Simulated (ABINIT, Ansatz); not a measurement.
# CaAgF3 (Pm-3m): zone-centre phonons

Aim: the zone-centre modes of CaAgF3 (Pm-3m).

Calculated with ABINIT 10.8.3; DFT PBE, scalar-relativistic, plane waves, SPMS norm-conserving pseudopotentials.

Report form: the programs' logs are mostly left out.

The structure was built from a prototype and need not be the compound's stable phase.

### Step 1. The starting structure

It takes space group Pm-3m (No. 221, cubic). The conventional cell has a = 4.567 Å, b = 4.567 Å, c = 4.567 Å, α = 90.00°, β = 90.00°, γ = 90.00°. Nearest to Ag lie 12 F at 3.23 Å. Nearest to Ca lie 6 F at 2.28 Å. Nearest to F lie 2 Ca at 2.28 Å. Farther neighbours and most contacts between anions are not listed.

### Step 2. A probe with smearing

A first run with smearing and empty bands tells whether the crystal has a gap, which decides between fixed occupations and smearing later on.

The input, probe.abi:

```
# ground state
tolvrs 1.0d-08
prtden 1
prtwf 1

# basis, mesh and filling
ecut 40.0
ngkpt 4 4 4
nshiftk 1
shiftk 0.0 0.0 0.0
istwfk *1
occopt 7
tsmear 0.005
nband 35
nstep 100
diemac 9.0
prtebands 0
prtgsr 0
useylm 1

# cell and atoms
acell 3*1.0 Angstrom
rprim 
    4.5668 0.0 0.0
    0.0 4.5668 0.0
    0.0 0.0 4.5668
ntypat 3
znucl 47 20 9
natom 5
typat 1 2 3 3 3
xred 
    0.0 0.0 0.0
    0.5 0.5 0.5
    0.5 0.5 0.0
    0.5 0.0 0.5
    0.0 0.5 0.5
pp_dirpath "./pseudo"
pseudos "Ag.psp8, Ca.psp8, F.psp8"
```

Run with:

```sh
> OMP_NUM_THREADS=1 mpirun -n 4 abinit probe.abi > probe.log
```

It took 38 s on 4 MPI ranks of Arm Neoverse V1, shared host.

Numbers from this step:

| Item | Value |
| --- | --- |
| volume per atom | 19.05 Å³ |
| pressure | -4.312 GPa |
| gap on the k-mesh | 2.342 eV |

A gap of 2.3 eV opens on this mesh, so the crystal is taken as an insulator; the printed pressure holds the stress of the finite basis too.

### Step 3. Rough relaxation

The typed start is rough, so a first relaxation with smearing and loose thresholds takes it towards rest cheaply.

The input, prerelax.abi:

```
# relaxation
ionmov 2
optcell 2
dilatmx 1.15
chkdilatmx 0
ntime 40
tolmxf 3.0d-04
tolvrs 1.0d-10
prtwf 0
prtden 0
chksymtnons 0

# basis, mesh and filling
ecut 40.0
ecutsm 3.0
ngkpt 4 4 4
nshiftk 1
shiftk 0.0 0.0 0.0
istwfk *1
occopt 7
tsmear 0.005
nband 35
nstep 100
diemac 9.0
prtebands 0
prtgsr 0
useylm 1

# cell and atoms
acell 3*1.0 Angstrom
rprim 
    4.5668 0.0 0.0
    0.0 4.5668 0.0
    0.0 0.0 4.5668
ntypat 3
znucl 47 20 9
natom 5
typat 1 2 3 3 3
xred 
    0.0 0.0 0.0
    0.5 0.5 0.5
    0.5 0.5 0.0
    0.5 0.0 0.5
    0.0 0.5 0.5
pp_dirpath "./pseudo"
pseudos "Ag.psp8, Ca.psp8, F.psp8"
```

Run with:

```sh
> OMP_NUM_THREADS=1 mpirun -n 4 abinit prerelax.abi > prerelax.log
```

Elapsed: 4.6 min, on 4 MPI ranks; 19 min of CPU time.

Step by step:

```tsv
step	energy less that of the first step (eV)	largest force (eV/Å)	volume (Å³)
1	0.0000	0.0000	95.24
2	-0.0318	0.0000	94.00
3	-0.1348	0.0000	84.50
4	-0.1384	0.0000	86.06
5	-0.1385	0.0000	85.87
```

```tsv
conventional cell, symmetrised	before	after	change
a (Å)	4.567	4.412	-3.4 %
b (Å)	4.567	4.412	-3.4 %
c (Å)	4.567	4.412	-3.4 %
volume (Å³/atom)	19.05	17.17	-9.8 %
```

The relaxed structure:

```xyz
5
Lattice="4.4118 0.0000 0.0000 0.0000 4.4118 0.0000 0.0000 0.0000 4.4118" Properties=species:S:1:pos:R:3 pbc="T T T"
Ag    0.0000    0.0000    0.0000
Ca    2.2059    2.2059    2.2059
F     2.2059    2.2059    0.0000
F     2.2059    0.0000    2.2059
F     0.0000    2.2059    2.2059
```

This step gave:

```yaml
volume_per_atom: 17.17 Å³
pressure: -0.002741 GPa
gap_on_the_k_mesh: 2.391 eV
```

The volume changes by -9.8 % in this run and stands -9.8 % from the first cell.

### Step 4. Relaxing the cell and atoms

The harmonic expansion needs vanishing forces, and a free crystal bears no stress, so cell and atoms are brought to rest. Stress is more sensitive to the basis than forces are: the last 3 Ha under the cutoff are smoothed with ecutsm, and the cutoff is raised above that of the later runs.

The input, relax.abi:

```
# relaxation
ionmov 2
optcell 2
dilatmx 1.08
ntime 40
tolmxf 1.0d-05
tolvrs 1.0d-14
prtwf 0
prtden 0
chksymtnons 0

# basis, mesh and filling
ecut 49.0
ecutsm 3.0
ngkpt 4 4 4
nshiftk 1
shiftk 0.0 0.0 0.0
istwfk *1
occopt 1
nband 25
nstep 100
diemac 9.0
prtebands 0
prtgsr 0
useylm 1

# cell and atoms
acell 3*1.0 Angstrom
rprim 
    4.411757364 0.0 0.0
    0.0 4.411757364 0.0
    0.0 0.0 4.411757364
ntypat 3
znucl 47 20 9
natom 5
typat 1 2 3 3 3
xred 
    0.0 0.0 0.0
    0.5 0.5 0.5
    0.5 0.5 0.0
    0.5 0.0 0.5
    0.0 0.5 0.5
pp_dirpath "./pseudo"
pseudos "Ag.psp8, Ca.psp8, F.psp8"
```

Run with:

```sh
> OMP_NUM_THREADS=1 mpirun -n 4 abinit relax.abi > relax.log
```

It took 65 s on 4 MPI ranks.

Little changed from the start: no atom moved by 0.005 Å and no cell edge by 0.1 %.

Read from the output:

```
pressure : -0.001705 GPa
```

The volume changes by +0.0 % in this run and stands -9.8 % from the first cell.

### Step 5. Ground state

The response is built on these wavefunctions, so the potential is converged far more tightly than an energy would need.

The input, gs.abi:

```
# ground state
tolvrs 1.0d-16
prtden 1
prtwf 1

# basis, mesh and filling
ecut 40.0
ngkpt 4 4 4
nshiftk 1
shiftk 0.0 0.0 0.0
istwfk *1
occopt 1
nband 25
nstep 100
diemac 9.0
prtebands 0
prtgsr 0
useylm 1

# cell and atoms
acell 3*1.0 Angstrom
rprim 
    4.411757367 0.0 0.0
    0.0 4.411757367 0.0
    0.0 0.0 4.411757367
ntypat 3
znucl 47 20 9
natom 5
typat 1 2 3 3 3
xred 
    0.0 0.0 0.0
    0.5 0.5 0.5
    0.5 0.5 0.0
    0.5 0.0 0.5
    0.0 0.5 0.5
pp_dirpath "./pseudo"
pseudos "Ag.psp8, Ca.psp8, F.psp8"
```

Run with:

```sh
> OMP_NUM_THREADS=1 mpirun -n 4 abinit gs.abi > gs.log
```

Wall time 41 s (4 MPI ranks).

This step gave:

| Quantity | Value |
| --- | --- |
| pressure | -0.01863 GPa |

The cell stands at -0.019 GPa, close enough for phonons.

### Step 6. The gap at rest

Empty bands on the ground state's density check that the gap assumed so far is there in this cell.

The input, gap.abi:

```
# empty bands on the ground state's density
iscf -2
getden_filepath "gso_DEN"
tolwfr 1.0d-12
nbdbuf 2
prtwf 0

# basis, mesh and filling
ecut 40.0
ngkpt 4 4 4
nshiftk 1
shiftk 0.0 0.0 0.0
istwfk *1
occopt 1
nband 29
nstep 100
diemac 9.0
prtebands 0
prtgsr 0
useylm 1

# cell and atoms
acell 3*1.0 Angstrom
rprim 
    4.411757367 0.0 0.0
    0.0 4.411757367 0.0
    0.0 0.0 4.411757367
ntypat 3
znucl 47 20 9
natom 5
typat 1 2 3 3 3
xred 
    0.0 0.0 0.0
    0.5 0.5 0.5
    0.5 0.5 0.0
    0.5 0.0 0.5
    0.0 0.5 0.5
pp_dirpath "./pseudo"
pseudos "Ag.psp8, Ca.psp8, F.psp8"
```

Run with:

```sh
> OMP_NUM_THREADS=1 mpirun -n 4 abinit gap.abi > gap.log
```

Run time: 17 s. Hardware: 4 MPI ranks; 67 s of CPU time.

In this cell the gap on the mesh is 2.4 eV, indirect (smallest direct 2.8 eV), so fixed occupations hold.

### Step 7. Zone-centre response

The derivative of the wavefunctions by k comes first, since the response to a field is built on it; then the field and the displacements that symmetry doesn't supply are solved at q = 0.

It reads the wavefunctions written in step 5.

The input, dfpt_gamma.abi:

```
ndtset 2

# common to the responses
getwfk_filepath "gso_WFK"
kptopt 2
nqpt 1
qpt 0.0 0.0 0.0
asr 0
chneut 0

# d/dk
rfelfd1 2
rfdir1 1 1 1
iscf1 -3
tolwfr1 1.0d-20

# displacements, field
rfphon2 1
rfatpol2 1 5
rfdir2 1 1 1
rfelfd2 3
getddk2 1
tolvrs2 1.0d-10
prtwf2 0

# basis, mesh and filling
ecut 40.0
ngkpt 4 4 4
nshiftk 1
shiftk 0.0 0.0 0.0
istwfk *1
occopt 1
nband 25
nstep 100
diemac 9.0
prtebands 0
prtgsr 0
useylm 1

# cell and atoms
acell 3*1.0 Angstrom
rprim 
    4.411757367 0.0 0.0
    0.0 4.411757367 0.0
    0.0 0.0 4.411757367
ntypat 3
znucl 47 20 9
natom 5
typat 1 2 3 3 3
xred 
    0.0 0.0 0.0
    0.5 0.5 0.5
    0.5 0.5 0.0
    0.5 0.0 0.5
    0.0 0.5 0.5
pp_dirpath "./pseudo"
pseudos "Ag.psp8, Ca.psp8, F.psp8"
```

Run with:

```sh
> OMP_NUM_THREADS=1 mpirun -n 4 abinit dfpt_gamma.abi > dfpt_gamma.log
```

Elapsed: 7.6 min, on 4 MPI ranks.

Read from the output:

- miss of the charge sum rule: 0.005518 e
- largest acoustic frequency at the zone centre before the sum rule: 4.35 cm⁻¹
- highest optical zone-centre mode (no LO-TO term): 442.2 cm⁻¹
- lowest optical zone-centre mode: -96.3 cm⁻¹
- mean high-frequency dielectric constant: 2.685
- largest Born charge in size (third of the trace): 2.349 e

Born charge (rows field, columns displacement), before the sum rule (e), principal values of the symmetric part by kind of site:

```tsv
atom	atoms with these values	low	middle	high	mean
Ag1	1	1.49	1.49	1.49	1.49
Ca2	1	2.35	2.35	2.35	2.35
F3	3	-1.65	-1.10	-1.10	-1.28
```

In full for Ca2:

```
2.35 0.00 0.00
0.00 2.35 0.00
0.00 0.00 2.35
```

High-frequency dielectric tensor:

```
2.68 0.00 0.00
0.00 2.68 0.00
0.00 0.00 2.68
```

The acoustic modes at Γ come out as far as 4.3 cm⁻¹ from zero, where they should vanish, a small numerical error; the Born charges miss their sum rule by 0.0055 e, which is good. The lowest optical mode is imaginary, 96i cm⁻¹, an instability at this level and on this k mesh.

### Step 8. Modes with the sum rule

anaddb reads the merged derivatives, imposes the acoustic sum rule and charge neutrality, and adds the LO-TO term along chosen directions.

The input, anaddb.abi:

```
ddb_filepath "gamma_DDB"
output_file "anaddb.abo"
outdata_prefix "anaddb"
asr 1
chneut 1
enunit 2
eivec 1
nph1l 1
qph1l 0.0 0.0 0.0 1.0
dieflag 2
nph2l 3
qph2l 
    1.0 0.0 0.0 0.0
    0.0 0.0 1.0 0.0
    1.0 1.0 1.0 0.0
```

The input, mrgddb.in:

```
gamma_DDB
merged
2
dfpt_gammao_DS2_DDB
gso_DDB
```

Run with:

```sh
> mrgddb < mrgddb.in > mrgddb.log
> OMP_NUM_THREADS=1 anaddb anaddb.abi > anaddb.log
```

Elapsed: 0.51 s, on 1 thread.

Numbers from this step:

- highest optical zone-centre mode (no LO-TO term): 442.0 cm⁻¹
- lowest optical zone-centre mode: -96.45 cm⁻¹
- highest mode moved by the LO-TO term: 506.0 cm⁻¹

No LO-TO term; unit eigenvectors of the mass-weighted matrix, from anaddb's displacements. The modes at Γ (shares of kinetic energy by element, %) (negative means imaginary):

```tsv
mode	frequency (cm⁻¹)	symmetry	Ag %	Ca %	F %
1	-96.4	T1u	40	4	55
2	-96.4	T1u	40	4	55
3	-96.4	T1u	40	4	55
4	-92.4	T2u	0	0	100
5	-92.4	T2u	0	0	100
6	-92.4	T2u	0	0	100
7	0.0	acoustic	53	20	28
8	0.0	acoustic	53	20	28
9	0.0	acoustic	53	20	28
10	153.1	T1u	7	50	43
11	153.1	T1u	7	50	43
12	153.1	T1u	7	50	43
13	442.0	T1u	0	26	74
14	442.0	T1u	0	26	74
15	442.0	T1u	0	26	74
```

Displacements in mode 1 (-96.4 cm⁻¹), the largest set to 1:
```
Ag1  0.00  0.00  0.52
Ca2  0.00  0.00 -0.29
F3   0.00  0.00 -0.37
F4   0.00  0.00 -1.00
F5   0.00  0.00 -1.00
```

Displacements in mode 13 (442.0 cm⁻¹), the largest set to 1:
```
Ag1  0.00  0.00  0.00
Ca2  0.00  0.00 -0.41
F3   0.00  0.00  1.00
F4   0.00  0.00 -0.06
F5   0.00  0.00 -0.06
```

With imaginary modes the relaxed-ion tensors have no meaning and are not tabulated.

The rule also moves an optical mode by 0.4 cm⁻¹.

### Step 9. A second program

The same cell goes through another code, with its own cutoff. The potentials differ.

This step: DFT PBE, scalar-relativistic, plane waves, PseudoDojo norm-conserving pseudopotentials (Ansatz 0.2.0).

The input, input.yaml:

```yaml
crystal:
  lattice:
    - [4.411757367, 0.0, 0.0]
    - [0.0, 4.411757367, 0.0]
    - [0.0, 0.0, 4.411757367]
  atoms:
    - { symbol: Ag, position: [0.0, 0.0, 0.0] }
    - { symbol: Ca, position: [0.5, 0.5, 0.5] }
    - { symbol: F, position: [0.5, 0.5, 0.0] }
    - { symbol: F, position: [0.5, 0.0, 0.5] }
    - { symbol: F, position: [0.0, 0.5, 0.5] }
kpoints:
  mp_grid: { grid: [4, 4, 4] }
hamiltonian:
  xc: pbe
  pseudopotentials: { kind: nc, accuracy: standard }
scf:
  occupations: { method: fixed }
output:
  eigenvalues: true
phonons:
  method: dfpt
  dielectric: true
  rigid_motions: translations
```

Run with:

```sh
> ansatz run input.yaml --threads 4 --pin off --max-ram 8192MiB --backend cpu --events-out ev --progress --plain --runs-dir out
```

Run time: 73 s. Hardware: 4 threads; peak memory 1.6 GiB; 4.7 min of CPU time.

Numbers from this step:

| Item | Value |
| --- | --- |
| gap on the k-mesh | 2.376 eV |
| sum-rule residual before enforcement | 5.21e-4 eV/Å² |
| miss of the charge sum rule | 0.006058 e |
| estimated error of the dielectric tensor | 0.006747 |
| estimated error of the Born charges | 0.02326 e |
| highest optical zone-centre mode (no LO-TO term) | 441.9 cm⁻¹ |
| lowest optical zone-centre mode | -95.99 cm⁻¹ |
| mean high-frequency dielectric constant | 2.662 |
| largest Born charge in size (third of the trace) | 2.345 e |
| highest mode moved by the LO-TO term | 505.9 cm⁻¹ |

Transverse modes; imaginary modes left out. Infrared lines, with heights relative to the strongest:

```tsv
position (cm⁻¹)	label	IR intensity ((D/Å)²/amu), degenerate modes summed, relative
154	T1u	32
442	T1u	100
```

### Step 10. The two compared: ABINIT SPMS and Ansatz, PseudoDojo

Numbers from this step:

| Quantity | Value |
| --- | --- |
| root-mean-square difference | 0.4 cm⁻¹ |
| largest difference | 0.52 cm⁻¹ |

The 12 of 12 modes that differ most. Frequencies side by side:

```tsv
q (reciprocal lattice)	mode	ABINIT SPMS (cm⁻¹)	Ansatz, PseudoDojo (cm⁻¹)
0 0 0	1	-96.45	-95.99
0 0 0	2	-96.45	-95.99
0 0 0	3	-96.45	-95.99
0 0 0	4	-92.38	-91.99
0 0 0	5	-92.38	-91.99
0 0 0	6	-92.38	-91.99
0 0 0	10	153.1	153.6
0 0 0	11	153.1	153.6
0 0 0	12	153.1	153.6
0 0 0	13	442	441.9
0 0 0	14	442	441.9
0 0 0	15	442	441.9
```

The two runs side by side. Further quantities:

```tsv
quantity	ABINIT SPMS	Ansatz, PseudoDojo
mean ε∞	2.685	2.662
largest Born charge in size (e; the first before, the second after the charge sum rule)	2.349	2.345
```

At the zone centre the largest difference (acoustic modes at Γ apart) is 0.1 % of the highest mode.

### Step 11. What came out

| Property | Result |
| --- | --- |
| space group after relaxation | Pm-3m |
| volume per atom | 17.2 Å³ |
| highest optical zone-centre mode (no LO-TO term) | 442.0 cm⁻¹ |
| lowest optical zone-centre mode | -96.5 cm⁻¹ |
| highest mode moved by the LO-TO term | 506.0 cm⁻¹ |
| mean high-frequency dielectric constant | 2.68 |
| largest Born charge in size (third of the trace) | 2.35 e |
| imaginary optical modes at the zone centre (no q mesh in this session) | yes |
| largest difference from Ansatz, PseudoDojo | 0.52 cm⁻¹ |

**Reading.** At the PBE level the optical modes of CaAgF3 (Pm-3m) at the zone centre (no LO-TO term) run from 96i to 442 cm⁻¹, so the structure is a saddle point, with 6 modes beyond 10i cm⁻¹ there. Along the directions run, the highest mode that the macroscopic field moves lies at 506 cm⁻¹. ABINIT SPMS and Ansatz, PseudoDojo agree to 0.52 cm⁻¹ (0.1 % of the highest mode compared) on all solved modes but the acoustic ones at Γ, without the LO-TO term. These are harmonic frequencies at zero temperature: anharmonic shifts and linewidths and thermal expansion are left out. The structure is a hypothetical one, built on a prototype.

[Host names and launcher messages were left out of these logs when they were recorded.]

[Logs are printed without paths, hosts, clocks, repeated set-up lines and the standing remarks that a program may print on its own settings, such as how far it seeks lower states.]

[Hosts, paths, dates, database ids (printed as entryN), source tags and the programs' standing remarks are cut or masked in the printed files.]
